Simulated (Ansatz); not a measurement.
# Stretching the linear Sn chain, part 2 of 3

Wanted: energy, moment and open channels of the linear Sn chain from 12 % compression to 30 % stretch.

Ansatz 0.2.0; DFT PBEsol, plane waves, PAW; relaxation of a chain's period (the session's first sound run).

So far. Step 2 (Relaxing the period): The cell's length comes to 2.695 Å with no moment.

### Step 3. At a set period, period over the relaxed period 0.88, k-mesh 1×1×34

This step: DFT PBEsol, plane waves, PAW; channels and complex bands of a perfect chain (Ansatz 0.2.0).

The period is set to 0.88 times the relaxed one: shorter bonds widen the bands.

The cell differs from the one that the last finished run ended in (c 2.695 → 2.372 Å).

input.yaml reads:

```yaml
crystal:
  lattice:
    - [7.5, 0.0, 0.0]
    - [0.0, 7.5, 0.0]
    - [0.0, 0.0, 2.3720348906]
  atoms:
    - { symbol: Sn, position: [0.5, 0.5, 0.0], spin: 0.5 }
magnetization:
  spin_polarized: true
kpoints:
  mp_grid: { grid: [1, 1, 34] }
scf:
  occupations: { method: fermi_dirac, width: 0.05 }
hamiltonian:
  xc: pbesol
output:
  transmission:
    e_range: [-2, 2]
    de: 0.035
    kmesh: [1, 1]
    reduced_basis: true
    leads: [[0, 0]]
  stress: true
```

Launch:

```bash
$ ansatz run input.yaml --threads 4 --pin off --max-ram 8192MiB --backend cpu --events-out ev --progress --plain --runs-dir out
```

Numbers of over 12 decimals in the logs are rounded to 6 here.

The log of the run:

```text
[...]
Crystal: 1 atoms, lattice volume = 133.427 Å³
Basis set: ecut = 420 eV, 2599 PW (Γ)
Bands: 12, of which v1, the nominal top of the filled ones, is band 7 counted from 1 (6 counted from 0)
Symmetry: 16 space group operations
[...]
k-points: 18 of 34
[...]
Starting moments: Σ|m| = 0.5 μB on 1 of 1 site
[...]
SCF iter   1: F=—  HF=-5947.759609 eV  |F-HF|=—  |Δ(HF+E_count)|=         —  Δρ=1.35e-2 (↑1.35e-2 ↓1.20e-2)  dr2=2.77e-1  dr2_m=1.58e-1  M=0.054 μB ∫|m|=0.054 μB  β_m=0.30  ethr=1.95e-3  ⟨swp⟩=1.0  Hψ=3969  notcnv=0
[...]
spin=Collinear: Resta preconditioning applied to the charge; magnetization (m = ρ↑ − ρ↓) channel mixes plain (no charge-response kernel on spin).
SCF iter   2: F=—  HF=-5947.709258 eV  |F-HF|=—  |Δ(HF+E_count)|=   5.04e-2  Δρ=9.21e-3 (↑9.21e-3 ↓8.51e-3)  dr2=1.11e-1  dr2_m=7.87e-2  M=0.048 μB ∫|m|=0.048 μB  β_m=0.30  ethr=1.95e-3  ⟨swp⟩=2.0  Hψ=529  notcnv=0
[...]
SCF iter  13: F=-5947.687037 eV  HF=-5947.687037 eV  |F-HF|=3.64e-12  |Δ(HF+E_count)|=  3.75e-10  Δρ=2.27e-8 (↑2.27e-8 ↓2.22e-8)  dr2=2.01e-14  dr2_m=6.10e-13  M=-0.000 μB ∫|m|=0.000 μB  ethr=5.42e-12  ⟨swp⟩=4.0  Hψ=1502  notcnv=0
SCF 1 converged in 13 iterations: F = -5947.687037 eV  dr2 = 2.01e-14
[...]
transmission: 6 of 36 steps passed
transmission: 9 of 36 steps passed
[...]
transmission: 36 of 36 steps passed
SCF converged after 13 iterations
Magnetization: -0.0000 μB (7.0000 up, 7.0000 down)
Absolute magnetization: 0.0000 μB (∫|ρ↑−ρ↓|, with the PAW one-centre terms)
[...]
Per-site moments (μB) at R_I (Å): [(-2.3544345386253436e-8, 0.978464)]
Free energy (F): -5947.687037 eV
[...]
Internal energy: -5947.680937 eV  (E = F + TS)
E sigma→0 (E₀):  -5947.683987 eV
Entropy (-TS):   -0.006101 eV (-6.101 meV/atom)
Fermi energy:    -1.460220 eV
[...]
--- Stress (GPa, compression-positive) ---
        0.242171       0.000000       0.000000
        0.000000       0.242171       0.000000
        0.000000       0.000000      10.723788
  P = ⅓ Tr σ = 3.7360 GPa (37.360 kbar)
--- Band table (eV; the first three rows and the last of 36) ---
  k-point 0 ↑: bands = [... 3 lower, -22.5242, -22.5242, -10.9911, -3.0693, -3.0693, 1.6500, 2.9530, 4.1826, ... 1 higher]
  k-point 1 ↑: bands = [... 3 lower, -22.5335, -22.5335, -10.9698, -3.0396, -3.0396, 1.6721, 2.9754, 4.2044, ... 1 higher]
  k-point 2 ↑: bands = [... 3 lower, -22.5610, -22.5610, -10.9059, -2.9509, -2.9509, 1.7384, 3.0428, 4.2696, ... 1 higher]
  k-point 17 ↓: bands = [... 3 lower, -22.7644, -22.1151, -4.7484, -2.6395, 3.1317, 3.1317, 6.1013, 6.1013, ... 1 higher]
--- Transmission ---
  basis      : 497 plane waves across, 3 finite elements along
  points     : 1, standing for a mesh of 1 x 1
  filling    : by the input's occupations and mesh, since the crystals that have channels conduct as metals do. If one of these is a semiconductor, that mesh has misplaced its level
  energies   : 115 from -2.000000 to 1.990000 eV about the Fermi level, 0.035000 eV apart; the leads are filled to 0.000000 eV, and channels, transmission and decay are at -0.005000 eV
  crystal 0  : Sn1, at the sites [0, 0], period 2.3720 Å: whole cells are its period
    offset         : up to 0.0000 Å between an atom of the period and one for which it stands
    filled         : 11.0 meV over the level at which it is neutral
    channels       : 3.000000e0 up, 3.000000e0 down
    conductance    : 4.1323e14 S/m² at 300 K; may be off by some 0.0 % by where its bands' edges are placed, 0.0 % from the distance to neutral
```

The job ended after 22 s (4 threads of Arm Neoverse V1, shared host; peak memory 0.45 GiB).

Numbers from this step:

```yaml
energy_at_zero_smearing: -5947.6840 eV
channels_at_the_energy_nearest_the_fermi_level_spin_up: 3
channels_at_the_energy_nearest_the_fermi_level_spin_down: 3
conductance_of_the_lead_as_this_run_defines_it: 3.000 G₀
band_gap: 0 eV
```

Table of open channels of the lead by energy, zero at the Fermi level:

```tsv
energy (eV)	spin up	spin down
-1.615	0	0
-1.510	2	2
-1.405	2	2
-1.300	2	2
-1.195	2	2
-1.090	3	3
-0.985	3	3
-0.915	3	3
-0.810	3	3
-0.705	3	3
-0.600	3	3
-0.495	3	3
-0.390	3	3
-0.285	3	3
-0.215	3	3
-0.110	3	3
-0.005	3	3
0.100	3	3
0.205	3	3
0.310	3	3
0.415	3	3
0.485	3	3
0.590	3	3
0.695	3	3
0.800	3	3
0.905	3	3
1.010	3	3
1.115	3	3
1.185	3	3
1.290	3	3
1.395	3	3
1.500	3	3
1.605	3	3
1.710	3	3
1.815	3	3
1.885	3	3
```

At the computed energy nearest the Fermi level there are 3 spin-up and 3 spin-down channels, and the thermal average gives 3.00 G₀.

### Step 4. At a set period, period over the relaxed period 0.92, k-mesh 1×1×33

The period is set to 0.92 times the relaxed one: shorter bonds widen the bands.

The cell differs from the one that the last finished run ended in (c 2.372 → 2.480 Å).

Edit input.yaml of step 3 so:

```diff
@@ -4,3 +4,3 @@
     - [0.0, 7.5, 0.0]
-    - [0.0, 0.0, 2.3720348906]
+    - [0.0, 0.0, 2.4798546583]
   atoms:
@@ -10,3 +10,3 @@
 kpoints:
-  mp_grid: { grid: [1, 1, 34] }
+  mp_grid: { grid: [1, 1, 33] }
 scf:
```

The log of the run:

```text
[...]
Crystal: 1 atoms, lattice volume = 139.492 Å³
Basis set: ecut = 420 eV, 2729 PW (Γ)
Bands: 12, of which v1, the nominal top of the filled ones, is band 7 counted from 1 (6 counted from 0)
Symmetry: 16 space group operations
[...]
k-points: 17 of 33
[...]
Starting moments: Σ|m| = 0.5 μB on 1 of 1 site
[...]
--- Transmission ---
  basis      : 497 plane waves across, 4 finite elements along
  points     : 1, standing for a mesh of 1 x 1
[...]
crystal 0  : Sn1, at the sites [0, 0], period 2.4799 Å: whole cells are its period
[...]
filled         : 10.9 meV under the level at which it is neutral
    channels       : 3.000000e0 up, 3.000000e0 down
[...]
[key lines of the parts left out:]
SCF converged after 14 iterations
Magnetization: 0.0000 μB (7.0000 up, 7.0000 down)
Free energy (F): -5947.993620 eV
Fermi energy:    -1.611293 eV
P = ⅓ Tr σ = 2.2588 GPa (22.588 kbar)
```

Elapsed: 34 s, on 4 threads; peak memory 0.5 GiB.

At the computed energy nearest the Fermi level there are 3 spin-up and 3 spin-down channels, and the thermal average gives 3.00 G₀.

### Step 5. At a set period, period over the relaxed period 0.96, k-mesh 1×1×31

The period is set to 0.96 times the relaxed one: shorter bonds widen the bands.

Edit input.yaml of step 4 so:

```diff
@@ -4,3 +4,3 @@
     - [0.0, 7.5, 0.0]
-    - [0.0, 0.0, 2.4798546583]
+    - [0.0, 0.0, 2.5876744261]
   atoms:
@@ -10,3 +10,3 @@
 kpoints:
-  mp_grid: { grid: [1, 1, 33] }
+  mp_grid: { grid: [1, 1, 31] }
 scf:
```

The log of the run:

```text
[...]
Crystal: 1 atoms, lattice volume = 145.557 Å³
Basis set: ecut = 420 eV, 2857 PW (Γ)
Bands: 12, of which v1, the nominal top of the filled ones, is band 7 counted from 1 (6 counted from 0)
Symmetry: 16 space group operations
[...]
k-points: 16 of 31
[...]
Starting moments: Σ|m| = 0.5 μB on 1 of 1 site
[...]
--- Transmission ---
  basis      : 497 plane waves across, 4 finite elements along
  points     : 1, standing for a mesh of 1 x 1
[...]
crystal 0  : Sn1, at the sites [0, 0], period 2.5877 Å: whole cells are its period
[...]
filled         : 39.3 meV under the level at which it is neutral
    channels       : 3.000000e0 up, 3.000000e0 down
[...]
[key lines of the parts left out:]
SCF converged after 13 iterations
Magnetization: 0.0000 μB (7.0000 up, 7.0000 down)
Free energy (F): -5948.163158 eV
Fermi energy:    -1.743638 eV
P = ⅓ Tr σ = 1.0775 GPa (10.775 kbar)
```

It took 23 s on 4 threads; peak memory 0.49 GiB; 84 s of CPU time.

At the computed energy nearest the Fermi level there are 3 spin-up and 3 spin-down channels, and the thermal average gives 3.00 G₀.

### Step 6. The chain at a fixed length, period over the relaxed period 1, k-mesh 1×1×30

The period is set to 1.0 times the relaxed one, as the point of reference.

Edit input.yaml of step 5 so:

```diff
@@ -4,3 +4,3 @@
     - [0.0, 7.5, 0.0]
-    - [0.0, 0.0, 2.5876744261]
+    - [0.0, 0.0, 2.6954941938]
   atoms:
@@ -10,3 +10,3 @@
 kpoints:
-  mp_grid: { grid: [1, 1, 31] }
+  mp_grid: { grid: [1, 1, 30] }
 scf:
```

The log of the run:

```text
[...]
Crystal: 1 atoms, lattice volume = 151.622 Å³
Basis set: ecut = 420 eV, 3017 PW (Γ)
Bands: 12, of which v1, the nominal top of the filled ones, is band 7 counted from 1 (6 counted from 0)
Symmetry: 16 space group operations
[...]
k-points: 16 of 30
[...]
Starting moments: Σ|m| = 0.5 μB on 1 of 1 site
[...]
--- Transmission ---
  basis      : 497 plane waves across, 4 finite elements along
  points     : 1, standing for a mesh of 1 x 1
[...]
crystal 0  : Sn1, at the sites [0, 0], period 2.6955 Å: whole cells are its period
[...]
filled         : 12.3 meV under the level at which it is neutral
    channels       : 3.000000e0 up, 3.000000e0 down
[...]
[key lines of the parts left out:]
SCF converged after 14 iterations
Magnetization: 0.0000 μB (7.0000 up, 7.0000 down)
Free energy (F): -5948.212859 eV
Fermi energy:    -1.765525 eV
P = ⅓ Tr σ = 0.3898 GPa (3.898 kbar)
```

Run time: 23 s. Hardware: 4 threads; peak memory 0.49 GiB.

At the computed energy nearest the Fermi level there are 3 spin-up and 3 spin-down channels, and the thermal average gives 3.00 G₀.

### Step 7. The chain at a fixed length, period over the relaxed period 1.04, k-mesh 1×1×29

The period is set to 1.04 times the relaxed one: longer bonds narrow the bands.

The cell differs from the one that the last finished run ended in (c 2.695 → 2.803 Å).

Edit input.yaml of step 6 so:

```diff
@@ -4,3 +4,3 @@
     - [0.0, 7.5, 0.0]
-    - [0.0, 0.0, 2.6954941938]
+    - [0.0, 0.0, 2.8033139616]
   atoms:
@@ -10,3 +10,3 @@
 kpoints:
-  mp_grid: { grid: [1, 1, 30] }
+  mp_grid: { grid: [1, 1, 29] }
 scf:
```

The log of the run:

```text
[...]
Crystal: 1 atoms, lattice volume = 157.686 Å³
Basis set: ecut = 420 eV, 3129 PW (Γ)
Bands: 12, of which v1, the nominal top of the filled ones, is band 7 counted from 1 (6 counted from 0)
Symmetry: 16 space group operations
[...]
k-points: 15 of 29
[...]
Starting moments: Σ|m| = 0.5 μB on 1 of 1 site
[...]
--- Transmission ---
  basis      : 497 plane waves across, 4 finite elements along
  points     : 1, standing for a mesh of 1 x 1
[...]
crystal 0  : Sn1, at the sites [0, 0], period 2.8033 Å: whole cells are its period
[...]
filled         : 16.2 meV under the level at which it is neutral
    channels       : 3.000000e0 up, 3.000000e0 down
[...]
[key lines of the parts left out:]
SCF converged after 14 iterations
Magnetization: -0.0000 μB (7.0000 up, 7.0000 down)
Free energy (F): -5948.188041 eV
Fermi energy:    -1.829917 eV
P = ⅓ Tr σ = -0.2087 GPa (-2.087 kbar)
```

It took 16 s on 4 threads; peak memory 0.41 GiB; 58 s of CPU time.

At the computed energy nearest the Fermi level there are 3 spin-up and 3 spin-down channels, and the thermal average gives 3.00 G₀. The change of length costs 0.026 eV a cell and leaves no moment.

### Step 8. At a set period, period over the relaxed period 1.08, k-mesh 1×1×28

The period is set to 1.08 times the relaxed one: longer bonds narrow the bands.

The cell differs from the one that the last finished run ended in (c 2.803 → 2.911 Å).

Edit input.yaml of step 7 so:

```diff
@@ -4,3 +4,3 @@
     - [0.0, 7.5, 0.0]
-    - [0.0, 0.0, 2.8033139616]
+    - [0.0, 0.0, 2.9111337294]
   atoms:
@@ -10,3 +10,3 @@
 kpoints:
-  mp_grid: { grid: [1, 1, 29] }
+  mp_grid: { grid: [1, 1, 28] }
 scf:
```

The log of the run:

```text
[...]
Crystal: 1 atoms, lattice volume = 163.751 Å³
Basis set: ecut = 420 eV, 3225 PW (Γ)
Bands: 12, of which v1, the nominal top of the filled ones, is band 7 counted from 1 (6 counted from 0)
Symmetry: 16 space group operations
[...]
k-points: 15 of 28
[...]
Starting moments: Σ|m| = 0.5 μB on 1 of 1 site
[...]
--- Transmission ---
  basis      : 497 plane waves across, 4 finite elements along
  points     : 1, standing for a mesh of 1 x 1
[...]
crystal 0  : Sn1, at the sites [0, 0], period 2.9111 Å: whole cells are its period
[...]
filled         : 22.2 meV over the level at which it is neutral
    channels       : 3.000000e0 up, 3.000000e0 down
[...]
[key lines of the parts left out:]
SCF converged after 14 iterations
Magnetization: 0.0000 μB (7.0000 up, 7.0000 down)
Free energy (F): -5948.124555 eV
Fermi energy:    -1.861334 eV
P = ⅓ Tr σ = -0.7087 GPa (-7.087 kbar)
```

Elapsed: 15 s, on 4 threads; peak memory 0.41 GiB.

At the computed energy nearest the Fermi level there are 3 spin-up and 3 spin-down channels, and the thermal average gives 3.00 G₀. The change of length costs 0.090 eV a cell and leaves no moment.

### Step 9. At a set period, period over the relaxed period 1.13, k-mesh 1×1×27

The period is set to 1.13 times the relaxed one: longer bonds narrow the bands.

The cell differs from the one that the last finished run ended in (c 2.911 → 3.046 Å).

Edit input.yaml of step 8 so:

```diff
@@ -4,3 +4,3 @@
     - [0.0, 7.5, 0.0]
-    - [0.0, 0.0, 2.9111337294]
+    - [0.0, 0.0, 3.045908439]
   atoms:
@@ -10,3 +10,3 @@
 kpoints:
-  mp_grid: { grid: [1, 1, 28] }
+  mp_grid: { grid: [1, 1, 27] }
 scf:
```

The log of the run:

```text
[...]
Crystal: 1 atoms, lattice volume = 171.332 Å³
Basis set: ecut = 420 eV, 3363 PW (Γ)
Bands: 12, of which v1, the nominal top of the filled ones, is band 7 counted from 1 (6 counted from 0)
Symmetry: 16 space group operations
[...]
k-points: 14 of 27
[...]
Starting moments: Σ|m| = 0.5 μB on 1 of 1 site
[...]
--- Transmission ---
  basis      : 497 plane waves across, 4 finite elements along
  points     : 1, standing for a mesh of 1 x 1
[...]
crystal 0  : Sn1, at the sites [0, 0], period 3.0459 Å: whole cells are its period
[...]
filled         : 8.6 meV over the level at which it is neutral
    channels       : 3.000000e0 up, 3.000000e0 down
[...]
[key lines of the parts left out:]
SCF converged after 14 iterations
Magnetization: 0.0000 μB (7.0000 up, 7.0000 down)
Free energy (F): -5948.001042 eV
Fermi energy:    -1.876367 eV
P = ⅓ Tr σ = -0.8877 GPa (-8.877 kbar)
```

The job ended after 17 s (4 threads; peak memory 0.42 GiB; 61 s of CPU time).

(Part 2 of 3 ends here.)

[Logs are printed without paths, hosts, clocks, repeated set-up lines and the standing remarks that a program may print on its own settings, such as how far it seeks lower states.]

[Hosts, paths, dates, database ids (printed as entryN), source tags and the programs' standing remarks are cut or masked in the printed files.]
